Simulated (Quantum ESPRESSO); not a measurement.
# SrVO3: parallel moments in the primitive cell, part 2 of 2

Wanted: the size of the moments of SrVO3 in the parallel state.

Quantum ESPRESSO 7.5; PBE; plane waves with GBRV 1.5 PBE potentials, no spin-orbit coupling.

So far: The starting structure; Run 1, typed as ferro +.

## (3) Run 2, typed as no spin polarisation

File pw.py:

```python
from ase import Atoms
from ase.calculators.espresso import Espresso, EspressoProfile

atoms = Atoms(['Sr', 'V', 'O', 'O', 'O'],
    cell=[[3.8409, 0.0, 0.0],
         [0.0, 3.8409, 0.0],
         [0.0, 0.0, 3.8409]],
    scaled_positions=[[0.5, 0.5, 0.5],
         [0.0, 0.0, 0.0],
         [0.5, 0.0, 0.0],
         [0.0, 0.5, 0.0],
         [0.0, 0.0, 0.5]],
    pbc=True)
input_data = {
    'control': {'calculation': 'scf', 'prefix': 'pwscf', 'outdir': './tmp', 'disk_io': 'nowf', 'tprnfor': True, 'tstress': True},
    'system': {'ecutwfc': 40.0, 'ecutrho': 280.0, 'nbnd': 30, 'occupations': 'smearing', 'smearing': 'fd', 'degauss': 0.00734986},
    'electrons': {'conv_thr': 1e-08, 'electron_maxstep': 150, 'mixing_beta': 0.3},
}
atoms.calc = Espresso(
    profile=EspressoProfile(command='mpirun -n 2 pw.x -nk 2', pseudo_dir='pseudo'),
    pseudopotentials={'O': 'o_pbe_v1.2.uspp.F.UPF', 'Sr': 'sr_pbe_v1.uspp.F.UPF', 'V': 'v_pbe_v1.4.uspp.F.UPF'},
    input_data=input_data,
    kpts=(6, 6, 6),
    koffset=(0, 0, 0))
atoms.get_potential_energy()
energy = atoms.calc.results['free_energy']
print(f'free energy: {energy:.6f} eV')
```

File espresso.pwi:

```
&CONTROL
   calculation      = 'scf'
   tstress          = .true.
   tprnfor          = .true.
   outdir           = './tmp'
   prefix           = 'pwscf'
   disk_io          = 'nowf'
   pseudo_dir       = 'pseudo'
/
&SYSTEM
   nbnd             = 30
   ecutwfc          = 40.0
   ecutrho          = 280.0
   occupations      = 'smearing'
   degauss          = 0.00734986
   smearing         = 'fd'
   ntyp             = 3
   nat              = 5
   ibrav            = 0
/
&ELECTRONS
   electron_maxstep = 150
   conv_thr         = 1e-08
   mixing_beta      = 0.3
/
&IONS
/
&CELL
/
&FCP
/
&RISM
/
ATOMIC_SPECIES
Sr 87.62 sr_pbe_v1.uspp.F.UPF
V 50.9415 v_pbe_v1.4.uspp.F.UPF
O 15.999 o_pbe_v1.2.uspp.F.UPF

K_POINTS automatic
6 6 6  0 0 0

CELL_PARAMETERS angstrom
3.84090000000000 0.00000000000000 0.00000000000000
0.00000000000000 3.84090000000000 0.00000000000000
0.00000000000000 0.00000000000000 3.84090000000000

ATOMIC_POSITIONS angstrom
Sr 1.9204500000 1.9204500000 1.9204500000  
V 0.0000000000 0.0000000000 0.0000000000  
O 1.9204500000 0.0000000000 0.0000000000  
O 0.0000000000 1.9204500000 0.0000000000  
O 0.0000000000 0.0000000000 1.9204500000
```

Started as:

```console
> OMP_NUM_THREADS=1 python3 pw.py > pw.log
```

Output:

```text
[banner, memory and clock lines left out]
free energy: -4254.408918 eV

--- espresso.pwo ---
Program PWSCF v.7.5 starts

Warning: card &CELL ignored
Warning: card &FCP ignored
Warning: card &RISM ignored

     Message from routine setup:
     using ibrav=0 with symmetry is DISCOURAGED, use correct ibrav instead

     bravais-lattice index     =            0
     lattice parameter (alat)  =       7.2582  a.u.
     unit-cell volume          =     382.3804 (a.u.)^3
     number of atoms/cell      =            5
     number of atomic types    =            3
     number of electrons       =        41.00
     number of Kohn-Sham states=           30
     kinetic-energy cutoff     =      40.0000  Ry
     charge density cutoff     =     280.0000  Ry
     scf convergence threshold =      1.0E-08
     mixing beta               =       0.3000
     number of iterations used =            8  plain     mixing
     Exchange-correlation= SLA  PW   PBE  PBE
                           (   1   4   3   4   0   0   0)

     celldm(1)=   7.258249  celldm(2)=   0.000000  celldm(3)=   0.000000
     celldm(4)=   0.000000  celldm(5)=   0.000000  celldm(6)=   0.000000

     crystal axes: (cart. coord. in units of alat)
               a(1) = (   1.000000   0.000000   0.000000 )
               a(2) = (   0.000000   1.000000   0.000000 )
               a(3) = (   0.000000   0.000000   1.000000 )

     reciprocal axes: (cart. coord. in units 2 pi/alat)
               b(1) = (  1.000000  0.000000  0.000000 )
               b(2) = (  0.000000  1.000000  0.000000 )
               b(3) = (  0.000000  0.000000  1.000000 )

     PseudoPot. # 1 for Sr read from file:
     sr_pbe_v1.uspp.F.UPF
     Pseudo is Ultrasoft + core correction, Zval = 10.0

     PseudoPot. # 2 for V  read from file:
     v_pbe_v1.4.uspp.F.UPF
     Pseudo is Ultrasoft + core correction, Zval = 13.0

     PseudoPot. # 3 for O  read from file:
     o_pbe_v1.2.uspp.F.UPF
     Pseudo is Ultrasoft + core correction, Zval =  6.0

     atomic species   valence    mass     pseudopotential
     Sr               10.00    87.62000     Sr( 1.00)
     V                13.00    50.94150     V ( 1.00)
     O                 6.00    15.99900     O ( 1.00)

     48 Sym. Ops., with inversion, found

   Cartesian axes

     site n.     atom                  positions (alat units)
         1        Sr     tau(   1) = (   0.5000000   0.5000000   0.5000000  )
         2        V      tau(   2) = (   0.0000000   0.0000000   0.0000000  )
         3        O      tau(   3) = (   0.5000000   0.0000000   0.0000000  )
         4        O      tau(   4) = (   0.0000000   0.5000000   0.0000000  )
         5        O      tau(   5) = (   0.0000000   0.0000000   0.5000000  )

     number of k points=    20  Fermi-Dirac smearing, width (Ry)=  0.0073
                       cart. coord. in units 2pi/alat
        k(    1) = (   0.0000000   0.0000000   0.0000000), wk =   0.0092593
        k(    2) = (   0.0000000   0.0000000   0.1666667), wk =   0.0555556
        k(    3) = (   0.0000000   0.0000000   0.3333333), wk =   0.0555556
        k(    4) = (   0.0000000   0.0000000  -0.5000000), wk =   0.0277778
        k(    5) = (   0.0000000   0.1666667   0.1666667), wk =   0.1111111
        [... 15 further k-points ...]

     Dense  grid:    30215 G-vectors     FFT dimensions: (  40,  40,  40)

     Smooth grid:    13133 G-vectors     FFT dimensions: (  30,  30,  30)

     Check: negative core charge=   -0.000003

     Initial potential from superposition of free atoms

     starting charge      40.9651, renormalised to      41.0000

     negative rho (up, down):  6.538E-02 0.000E+00
     Starting wfcs are   35 randomized atomic wfcs

     Self-consistent Calculation

     iteration #  1     ecut=    40.00 Ry     beta= 0.30
     Davidson diagonalization with overlap
     ethr =  1.00E-02,  avg # of iterations =  2.0

     negative rho (up, down):  6.617E-02 0.000E+00

     total energy              =    -312.28346145 Ry
     estimated scf accuracy    <       1.93039564 Ry

     iteration #  2     ecut=    40.00 Ry     beta= 0.30
     Davidson diagonalization with overlap
     ethr =  4.71E-03,  avg # of iterations =  2.0

     negative rho (up, down):  6.650E-02 0.000E+00

     total energy              =    -312.59134153 Ry
     estimated scf accuracy    <       0.52435565 Ry

     [... further iterations left out ...]

     iteration #  9     ecut=    40.00 Ry     beta= 0.30
     Davidson diagonalization with overlap
     ethr =  2.82E-08,  avg # of iterations =  1.5

     negative rho (up, down):  6.917E-02 0.000E+00

     total energy              =    -312.69331500 Ry
     estimated scf accuracy    <       0.00000128 Ry

     iteration # 10     ecut=    40.00 Ry     beta= 0.30
     Davidson diagonalization with overlap
     ethr =  3.12E-09,  avg # of iterations =  2.0

     negative rho (up, down):  6.917E-02 0.000E+00

     End of self-consistent calculation

     [... lines left out ...]
     the Fermi energy is    12.5474 ev

!    total energy              =    -312.69331535 Ry
     estimated scf accuracy    <          9.9E-09 Ry
     smearing contrib. (-TS)   =      -0.00460747 Ry
     internal energy E=F+TS    =    -312.68870788 Ry

     The total energy is F=E-TS. E is the sum of the following terms:
     one-electron contribution =     -95.35111015 Ry
     hartree contribution      =      71.17935113 Ry
     xc contribution           =     -60.00547089 Ry
     ewald contribution        =    -228.51147796 Ry

     convergence has been achieved in  10 iterations

     negative rho (up, down):  6.917E-02 0.000E+00

     Forces acting on atoms (cartesian axes, Ry/au):

     atom    1 type  1   force =     0.00000000    0.00000000    0.00000000
     atom    2 type  2   force =     0.00000000    0.00000000    0.00000000
     atom    3 type  3   force =     0.00000000    0.00000000    0.00000000
     atom    4 type  3   force =     0.00000000    0.00000000    0.00000000
     atom    5 type  3   force =     0.00000000    0.00000000    0.00000000

     Total force =     0.000000     Total SCF correction =     0.000000

     Computing stress (Cartesian axis) and pressure

     negative rho (up, down):  6.917E-02 0.000E+00
          total   stress  (Ry/bohr**3)                   (kbar)     P=       28.14
   0.00019130   0.00000000   0.00000000           28.14        0.00        0.00
   0.00000000   0.00019130   0.00000000            0.00       28.14        0.00
   0.00000000   0.00000000   0.00019130            0.00        0.00       28.14
```

The job ended after 11 s (2 MPI ranks of Arm Neoverse V2, shared host; peak memory 0.33 GiB).

Read from the output:

- smearing term TS: 0.06269 eV
- pressure: 2.814 GPa
- final state: non-magnetic (no spin polarisation)

## (4) Ranking

An order is kept where moments of 0.15 μB or more survive with the typed signs; meshes match where a doubled cell samples the same k points as the first cell.

Orders:

```csv
start,final state,typed order kept,energy over the lowest (meV a seeded atom),largest site moment (μB),net moment (μB a cell of the first run),mesh matched,CPU time (s)
ferro +,non-magnetic,no,0.05543,0.002314,0.002978,yes,71.76
no spin polarisation,non-magnetic,-,0,0,0,yes,21.65
```

## (5) Outcome

```yaml
state_found: non-magnetic (from ferro + and no spin polarisation)
largest_site_moment: 0 μB
```

In words: The lowest state carries no moment, and no start kept one. No opposed start was run, so this says nothing of the order that the crystal takes. Energies are free energies at an electronic temperature of 1160 K, which lowers moments and differences where the moments are itinerant. No Hubbard term acts here. In such compounds local and semilocal functionals without one often delocalise the d electrons, and can shrink or lose moments and miss the size, sign and order of the couplings. The smearing term is large for its width, so states at the Fermi level are partly filled: at this level the cell is a metal or has a gap of a few widths at most.

[Logs and program files are shortened in this print: banners, set-up blocks, solver, clock and traceback lines can be left out without a mark of their own.]

[Logs are printed without paths, hosts, clocks, repeated set-up lines and the standing remarks that a program may print on its own settings, such as how far it seeks lower states.]

[Hosts, paths, dates, database ids (printed as entryN), source tags and the programs' standing remarks are cut or masked in the printed files.]

[Where a cell is said to come from a database of computed structures, the database is the Materials Project.]
